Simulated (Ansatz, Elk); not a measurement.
# Sc3TiB: X-ray structure factors from the self-consistent density

Structure refinements treat a crystal as free atoms side by side. For a made-up structure of Sc3TiB (cell and positions from a PBE relaxation) the runs below show what the calculated density changes in F(hkl).

Method: DFT, PBE, all-electron APW+lo, Dirac cores, scalar-relativistic bands, static density, no spin, in Elk 11.2.3 (patched build).

The structure was built from a prototype and need not be the compound's stable phase.

## (1) The structure

Symmetry: Pm-3m, No. 221, cubic system. Conventional cell: a = 4.685 Å, b = 4.685 Å, c = 4.685 Å, α = 90.00°, β = 90.00°, γ = 90.00°. Nearest to Ti lie 12 Sc at 3.31 Å. Nearest to Sc lie 2 B at 2.34 Å and 8 Sc at 3.31 Å and 4 Ti at 3.31 Å. B has 6 Sc at 2.34 Å nearest. Farther neighbours are not listed.

## (2) Ground state and structure factors

An all-electron density is needed, since X-rays see the cores too. Task 0 finds the density and task 195 Fourier-transforms it; tshift is off so that phases refer to the origin typed.

Input file elk.in:

```
tasks
  0
  195

xctype
  20

spinpol
  .false.

rgkmax
  7.0

gmaxvr
  14.0

lmaxo
  7

lmaxapw
  8

swidth
  0.002

tshift
  .false.

ramdisk
  .false.

hmaxvr
  5.5

maxscl
  120

epspot
  1e-06

sppath
  './'

avec
  8.85272861697 -0.00000000000 0.00000000000
  -0.00000000000 8.85272861697 -0.00000000000
  0.00000000000 -0.00000000000 8.85272861697

atoms
  3
  'Ti.in'
  1
  0.0000000000 -0.0000000000 0.0000000000   0.000000 0.000000 0.000000
  'Sc.in'
  3
  0.5000000000 0.5000000000 0.0000000000   0.000000 0.000000 0.000000
  -0.0000000000 0.5000000000 0.5000000000   0.000000 0.000000 0.000000
  0.5000000000 0.0000000000 0.5000000000   0.000000 0.000000 0.000000
  'B.in'
  1
  0.5000000000 0.5000000000 0.5000000000   0.000000 0.000000 0.000000

ngridk
  5 5 5
```

On the command line:

```console
OMP_NUM_THREADS=4 elk
```

Numbers of over 12 decimals in the logs are rounded to 6 here.

What it wrote:

```text
┌─────────────────────────┐
│ Elk code version 11.2.3 │
└─────────────────────────┘

All units are atomic (Hartree, Bohr, etc.)

┌─────────────────────────────────────────────────┐
│ Ground-state run starting from atomic densities │
└─────────────────────────────────────────────────┘

Lattice vectors :
   8.852728617      -0.000000000       0.000000000
  -0.000000000       8.852728617      -0.000000000
   0.000000000      -0.000000000       8.852728617

Reciprocal lattice vectors :
  0.7097456139       0.000000000       0.000000000
   0.000000000      0.7097456139       0.000000000
   0.000000000       0.000000000      0.7097456139

Unit cell volume      :    693.7954590
Brillouin zone volume :   0.3575264298

Muffin-tin inner radius fraction :   0.1000000000E-01

Nuclei treated as point charges

Species : 1 (Ti)
 parameters loaded from : Ti.in
 name : titanium
 nuclear charge    :   -22.00000000
 electronic charge :    22.00000000
 atomic mass :    87256.20317
 muffin-tin radius :    2.400000000
 number of radial points in muffin-tin :    993
 inner part over the whole radius :   0.9985722337E-02
 number on inner part of muffin-tin    :    699
 approximate nuclear radius :   0.6805665174E-04
 number of mesh points to nuclear radius :    325
 atomic positions (lattice), magnetic fields (Cartesian) :
  1 :   0.00000000  0.00000000  0.00000000    0.00000000  0.00000000  0.00000000

Species : 2 (Sc)
 parameters loaded from : Sc.in
 name : scandium
 nuclear charge    :   -21.00000000
 electronic charge :    21.00000000
 atomic mass :    81949.61073
 muffin-tin radius :    2.400000000
 number of radial points in muffin-tin :    993
 inner part over the whole radius :   0.9898716403E-02
 number on inner part of muffin-tin    :    698
 approximate nuclear radius :   0.6711386133E-04
 number of mesh points to nuclear radius :    323
 atomic positions (lattice), magnetic fields (Cartesian) :
  1 :   0.50000000  0.50000000  0.00000000    0.00000000  0.00000000  0.00000000
  2 :   0.00000000  0.50000000  0.50000000    0.00000000  0.00000000  0.00000000
  3 :   0.50000000  0.00000000  0.50000000    0.00000000  0.00000000  0.00000000

Species : 3 (B)
 parameters loaded from : B.in
 name : boron
 nuclear charge    :   -5.000000000
 electronic charge :    5.000000000
 atomic mass :    19707.24742
 muffin-tin radius :    1.800000000
 number of radial points in muffin-tin :    593
 inner part over the whole radius :   0.9957276294E-02
 number on inner part of muffin-tin    :    405
 approximate nuclear radius :   0.4534157419E-04
 number of mesh points to nuclear radius :    161
 atomic positions (lattice), magnetic fields (Cartesian) :
  1 :   0.50000000  0.50000000  0.50000000    0.00000000  0.00000000  0.00000000

Total number of atoms per unit cell :    5
Total muffin-tin volume :    256.0523676
 ratio of muffin-tin to unit cell volume :   0.3690603107

Spin treatment :
 spin-unpolarised

Number of Bravais lattice symmetries :   48
Number of crystal symmetries         :   48
Crystal has inversion symmetry
Real symmetric eigensolver will be used

k-point grid :      5     5     5
k-point offset :    0.000000000       0.000000000       0.000000000
k-point set is reduced with full crystal symmetry group
Total number of k-points :       10

Muffin-tin radius times maximum |G+k| :    7.000000000
 using average radius
Maximum |G+k| for APW functions       :    3.070175439
Maximum (1/2)|G+k|²                   :    4.712988612
Maximum |G| for potential and density :    14.00000000
Constant for pseudocharge density :    8
 order of it for each species :   15  15  15
 order of it for pair densities of each species (exact exchange by exxq0 0: 16) :   11  11   5
Radial integration step length :    1

G-vector grid sizes :     40    40    40
Number of G-vectors :    32231

Maximum angular momentum used for
 APW functions            :    8
 outer part of muffin-tin :    7
 inner part of muffin-tin :    2

Total nuclear charge    :   -90.00000000
[...]
xc potential                :     -206.65347361337
 exchange                    :     -159.30009661316
 correlation                 :     -3.772545
 electron entropic           :    -0.31140308974320E-02
 total energy                :     -3171.8135710135

Density of states at Fermi energy :    237.4473598
 (states/Hartree/unit cell)

Estimated indirect band gap :   0.1831208216E-02
 from k-point 5 to k-point 8
Estimated direct band gap   :   0.5918508230E-02
 at k-point 3

Charges :
 core                        :    42.00000000
 valence                     :    48.00000000
 interstitial                :    8.709516621
 muffin-tins (core leakage)
  species : 1 (Ti)
   atom 1                    :    18.92998488     ( -0.2204247131E-06)
  species : 2 (Sc)
[...]
species : 3 (B)
[...]
total in muffin-tins        :    81.29048338
 total calculated charge     :    89.99960496
 total charge                :    90.00000000
 error                       :   0.3950401995E-03

RMS change in Kohn-Sham potential (target) :    1.897547068     (  0.1000000000E-05)
Absolute change in total energy (target)   :   0.9909464430E-01 (  0.1000000000E-03)

[... loops 3 to 20 left out ...]

┌──────────────────┐
│ Loop number : 21 │
└──────────────────┘

Energies :
 Fermi                       :     0.206354
 sum of occupied eigenvalues :     -1853.3767803760
 electron kinetic            :      3199.0683897179
 core electron kinetic       :      2959.7106365930
 Coulomb                     :     -6206.9485267872
 Coulomb potential           :     -4840.8161354872
 nuclear-nuclear             :     -485.21163809663
 electron-nuclear            :     -6615.7247734234
 Hartree                     :      893.98788473282
 Madelung                    :     -3786.5404590436
 xc potential                :     -211.62903460673
 exchange                    :     -159.64919707272
 correlation                 :     -3.784167
 electron entropic           :    -0.44341645904844E-02
 total energy                :     -3171.3179351803

Density of states at Fermi energy :    337.7850916
 (states/Hartree/unit cell)

Estimated indirect band gap :   0.1790724843E-02
 from k-point 7 to k-point 2
Estimated direct band gap   :   0.4684463108E-02
 at k-point 8

Charges :
 core                        :    42.00000000
 valence                     :    48.00000000
 interstitial                :    8.547688682
 muffin-tins (core leakage)
  species : 1 (Ti)
[...]
species : 2 (Sc)
[...]
species : 3 (B)
[...]
total in muffin-tins        :    81.45231132
 total calculated charge     :    89.99989211
 total charge                :    90.00000000
 error                       :   0.1078873755E-03

RMS change in Kohn-Sham potential (target) :   0.4127787616E-06 (  0.1000000000E-05)
Absolute change in total energy (target)   :   0.5940171377E-05 (  0.1000000000E-03)

Convergence targets achieved

┌──────────────────┐
│ Loop number : 22 │
└──────────────────┘

Energies :
 Fermi                       :     0.206354
 sum of occupied eigenvalues :     -1853.3767735856
 electron kinetic            :      3199.0683952521
 core electron kinetic       :      2959.7106367730
 Coulomb                     :     -6206.9485280201
 Coulomb potential           :     -4840.8161365595
 nuclear-nuclear             :     -485.21163809663
 electron-nuclear            :     -6615.7247748903
 Hartree                     :      893.98788496685
 Madelung                    :     -3786.5404597403
 xc potential                :     -211.62903227817
 exchange                    :     -159.64919715423
 correlation                 :     -3.784167
 electron entropic           :    -0.44341646566923E-02
 total energy                :     -3171.3179309624

Density of states at Fermi energy :    337.7850891
 (states/Hartree/unit cell)

Estimated indirect band gap :   0.1790718574E-02
 from k-point 7 to k-point 2
Estimated direct band gap   :   0.4684436898E-02
 at k-point 8

Charges :
 core                        :    42.00000000
 valence                     :    48.00000000
 interstitial                :    8.547688931
 muffin-tins (core leakage)
  species : 1 (Ti)
[...]
species : 2 (Sc)
[...]
atom 2                    :    19.13364413     ( -0.2163265034E-06)
   atom 3                    :    19.13364413     ( -0.2163265034E-06)
  species : 3 (B)
   atom 1                    :    3.944369593     (  0.6914031291E-04)
 total in muffin-tins        :    81.45231107
 total calculated charge     :    89.99989211
 total charge                :    90.00000000
 error                       :   0.1078875731E-03

┌──────────────────────────────┐
│ Self-consistent loop stopped │
└──────────────────────────────┘

Wrote STATE.OUT
```

It took 22 s on 4 threads of Arm Neoverse V2, shared host; peak memory 0.19 GiB; 47 s of CPU time.

SFACRHO.OUT:

```text

h k l indices transformed by vhmat matrix:
   1.000000000       0.000000000       0.000000000    
   0.000000000       1.000000000       0.000000000    
   0.000000000       0.000000000       1.000000000    

      h      k      l  multipl.   |H|            Re(F)            Im(F)           |F|

      0      0      0      1   0.0000000       90.000000     -0.27679095E-16   90.000000    
      0     -1      0      6  0.70974561      -3.2950330     -0.20733164E-13   3.2950330    
     -1      0      1     12   1.0037319       4.6361315      0.18128537E-14   4.6361315    
      1      1      1      8   1.2293155       59.664926     -0.47592354E-13   59.664926    
      0      0     -2      6   1.4194912       62.293864      0.36281458E-13   62.293864    
     -1      0     -2     24   1.5870394      -1.5175995     -0.26516111E-13   1.5175995    
     -1      1     -2     24   1.7385146       2.8793167     -0.35103565E-13   2.8793167    
      2      2      0     12   2.0074637       52.277746     -0.60781047E-13   52.277746    
      2     -2      1     24   2.1292368      -1.1013003      0.21136157E-13   1.1013003    
      0      0      3      6   2.1292368      -1.1971300      0.55415763E-13   1.1971300    
     -3      1      0     24   2.2444127       2.5280655      0.88501101E-14   2.5280655    
     -1     -1     -3     24   2.3539599       43.667866      0.56026315E-13   43.667866    
      2     -2     -2      8   2.4586309       45.730219      0.26601625E-13   45.730219    
     -2     -3      0     24   2.5590242      -1.0865210     -0.40240927E-13   1.0865210    
     -2      1      3     48   2.6556249       2.2900161     -0.17671920E-13   2.2900161    
      4      0      0      6   2.8389825       41.351204     -0.48313688E-13   41.351204    
      3      2     -2     24   2.9263561      -1.0571306      0.54241715E-13   1.0571306    
     -4      0     -1     24   2.9263561      -1.0627910     -0.10573140E-13   1.0627910
```

Elk indexes on the primitive cell of elk.in and gives |H| = 4π sin θ/λ in inverse bohr. Below, one row stands for each form hkl of the conventional cell (m members, Friedel mates merged), F is for one primitive cell and the density is static (no thermal factor). Free-atom factors are Waasmaier and Kirfel's, and R is Σm||F|−|F'||/Σm|F|.

| hkl | m | sin θ/λ (Å⁻¹) | abs F, DFT | neutral atoms | diff. |
| --- | --- | --- | --- | --- | --- |
| 100 | 6 | 0.107 | 3.295 | 2.910 | +0.385 |
| 110 | 12 | 0.151 | 4.636 | 4.290 | +0.347 |
| 111 | 8 | 0.185 | 59.665 | 60.381 | -0.716 |
| 200 | 6 | 0.213 | 62.294 | 62.445 | -0.151 |
| 210 | 24 | 0.239 | 1.518 | 1.493 | +0.024 |
| 211 | 24 | 0.261 | 2.879 | 3.011 | -0.132 |
| 220 | 12 | 0.302 | 52.278 | 52.253 | +0.025 |
| 221 | 24 | 0.320 | 1.101 | 1.149 | -0.048 |
| 300 | 6 | 0.320 | 1.197 | 1.149 | +0.048 |
| 310 | 24 | 0.338 | 2.528 | 2.558 | -0.030 |
| 311 | 24 | 0.354 | 43.668 | 43.550 | +0.118 |
| 222 | 8 | 0.370 | 45.730 | 45.717 | +0.014 |
| 320 | 24 | 0.385 | 1.087 | 1.058 | +0.029 |
| 321 | 48 | 0.399 | 2.290 | 2.311 | -0.021 |

## (3) The highest occupied states alone

An energy window below the Fermi level keeps the highest occupied states, to see at which angles they scatter; shallow core shells can lie inside it and anion s states outside. No new self-consistency is needed.

elk.in: that of step 2 with these lines changed.

```diff
@@ -1,3 +1,2 @@
 tasks
-  0
   195
@@ -40,2 +39,5 @@
 
+wsfac
+  -0.344890 0.506350
+
 sppath
```

On the command line:

```console
OMP_NUM_THREADS=4 elk
```

What it wrote:

```text
┌─────────────────────────────────┐
│ Elk code version 11.2.3 started │
└─────────────────────────────────┘

Info(readinput): the functional depends on the density's gradient
 muffin-tin radial points multiplied by    2.00000
 (not where nrmtscf is given)

┌────────────────────┐
│ Current task : 195 │
└────────────────────┘

Info(sfacrho): density structure factors written to SFACRHO.OUT

 Energy window :  -0.3448900000      0.5063500000

┌──────────────────┐
│ Elk code stopped │
└──────────────────┘
```

Run time: 9.6 s. Hardware: 4 threads; peak memory 0.16 GiB.

States within 15 eV below the Fermi level hold 16.00 electrons; any levels below the window count with the cores. Their amplitudes can exceed the total, where window and core parts have opposite phase:

| hkl | sin θ/λ (Å⁻¹) | abs F, window | abs F, all |
| --- | --- | --- | --- |
| 100 | 0.107 | 1.448 | 3.295 |
| 110 | 0.151 | 2.421 | 4.636 |
| 111 | 0.185 | 0.599 | 59.665 |
| 200 | 0.213 | 2.267 | 62.294 |
| 210 | 0.239 | 0.072 | 1.518 |
| 211 | 0.261 | 0.546 | 2.879 |
| 220 | 0.302 | 1.200 | 52.278 |
| 221 | 0.320 | 0.176 | 1.101 |
| 300 | 0.320 | 0.069 | 1.197 |
| 310 | 0.338 | 0.240 | 2.528 |

## (4) Another functional

The difference from free atoms is small, so it is set against the change that LDA (Perdew-Wang) makes.

elk.in: that of step 3 with these lines changed.

```diff
@@ -1,2 +1,3 @@
 tasks
+  0
   195
@@ -4,3 +5,3 @@
 xctype
-  20
+  3
 
@@ -39,5 +40,2 @@
 
-wsfac
-  -0.344890 0.506350
-
 sppath
```

On the command line:

```console
OMP_NUM_THREADS=4 elk
```

What it wrote:

```text
┌─────────────────────────┐
│ Elk code version 11.2.3 │
└─────────────────────────┘

All units are atomic (Hartree, Bohr, etc.)

┌─────────────────────────────────────────────────┐
│ Ground-state run starting from atomic densities │
└─────────────────────────────────────────────────┘

Lattice vectors :
   8.852728617      -0.000000000       0.000000000
  -0.000000000       8.852728617      -0.000000000
   0.000000000      -0.000000000       8.852728617

Reciprocal lattice vectors :
  0.7097456139       0.000000000       0.000000000
[...]
interstitial                :    8.450095882
 muffin-tins (core leakage)
  species : 1 (Ti)
[...]
species : 2 (Sc)
[...]
atom 3                    :    19.15947040     ( -0.3512595109E-05)
  species : 3 (B)
   atom 1                    :    3.935360980     (  0.7156038463E-04)
 total in muffin-tins        :    81.54990412
 total calculated charge     :    89.99990447
 total charge                :    90.00000000
 error                       :   0.9552876773E-04

┌──────────────────────────────┐
│ Self-consistent loop stopped │
└──────────────────────────────┘

Wrote STATE.OUT
[key lines of the parts left out:]
total energy                :     -3164.1214564200
```

Run time: 12 s. Hardware: 4 threads; peak memory 0.16 GiB.

Against the first run R = 0.09 %; the largest change is -0.053 at 220.

## (5) Basis size

A smaller basis shows how fast F responds to it; the change is likely larger than the basis error of the first run, but doesn't show convergence.

elk.in: that of step 4 with these lines changed.

```diff
@@ -5,3 +5,3 @@
 xctype
-  3
+  20
 
@@ -11,3 +11,3 @@
 rgkmax
-  7.0
+  5.5
```

On the command line:

```console
OMP_NUM_THREADS=4 elk
```

What it wrote:

```text
┌─────────────────────────┐
│ Elk code version 11.2.3 │
└─────────────────────────┘

All units are atomic (Hartree, Bohr, etc.)

┌─────────────────────────────────────────────────┐
│ Ground-state run starting from atomic densities │
└─────────────────────────────────────────────────┘

Lattice vectors :
   8.852728617      -0.000000000       0.000000000
  -0.000000000       8.852728617      -0.000000000
   0.000000000      -0.000000000       8.852728617

Reciprocal lattice vectors :
  0.7097456139       0.000000000       0.000000000
[...]
interstitial                :    8.708311720
 muffin-tins (core leakage)
  species : 1 (Ti)
[...]
species : 2 (Sc)
[...]
atom 3                    :    19.10427088     ( -0.2163274182E-06)
  species : 3 (B)
   atom 1                    :    3.912650058     (  0.6876795680E-04)
 total in muffin-tins        :    81.29168828
 total calculated charge     :    89.99973054
 total charge                :    90.00000000
 error                       :   0.2694609261E-03

┌──────────────────────────────┐
│ Self-consistent loop stopped │
└──────────────────────────────┘

Wrote STATE.OUT
[key lines of the parts left out:]
total energy                :     -3171.2383089062
```

Elapsed: 19 s, on 4 threads; peak memory 0.17 GiB.

Against the first run R = 0.06 %; the largest change is -0.069 at 200.

## (6) Settings against the effect

| run | R against the first run (%) | R against neutral atoms, low angle (%) | wall time |
| --- | --- | --- | --- |
| PBE, rgkmax 7 | 0.00 | 1.63 | 22 s |
| LDA (Perdew-Wang) | 0.09 | 1.58 | 12 s |
| rgkmax 5.5 | 0.06 | 1.70 | 19 s |

## (7) Results

| Item | Value |
| --- | --- |
| R against neutral atoms, sin θ/λ < 0.3 Å⁻¹ | 1.63 % |
| R against neutral atoms, 0.3 to 0.82 Å⁻¹ | 0.32 % |

In words: Independent neutral atoms miss the calculated amplitudes by R = 1.63 % below 0.3 Å⁻¹ and 0.32 % from there to 0.82 Å⁻¹; by shells, 11.67 % below 0.15 Å⁻¹ (1 form), 1.44 % 0.15 to 0.3 (5 forms), 0.33 % 0.3 to 0.45 (11 forms), 0.32 % above 0.45 (57 forms). Bonding, aspherical density and the tables' own atoms all enter these figures, and the runs don't part them. The largest change of an amplitude is -0.72 electrons, at 111. The window's part falls from 16.0 electrons at the origin to at most 0.35 between 0.45 and 0.82 Å⁻¹. Below 0.3 Å⁻¹ the changes that finished (LDA (Perdew-Wang) and rgkmax 5.5) move F by R = 0.16 % at most, against the 1.63 % that separates it from free atoms. The k-mesh has no finished test. These runs have no spin, though d or f shells may be open. Part of the difference isn't bonding: the tables are fits to free atoms and ions calculated by other methods than this functional. Thermal motion, anomalous dispersion and extinction are left out.

[Logs are printed without paths, hosts, clocks, repeated set-up lines and the standing remarks that a program may print on its own settings, such as how far it seeks lower states.]

[Hosts, paths, dates, database ids (printed as entryN), source tags and the programs' standing remarks are cut or masked in the printed files.]
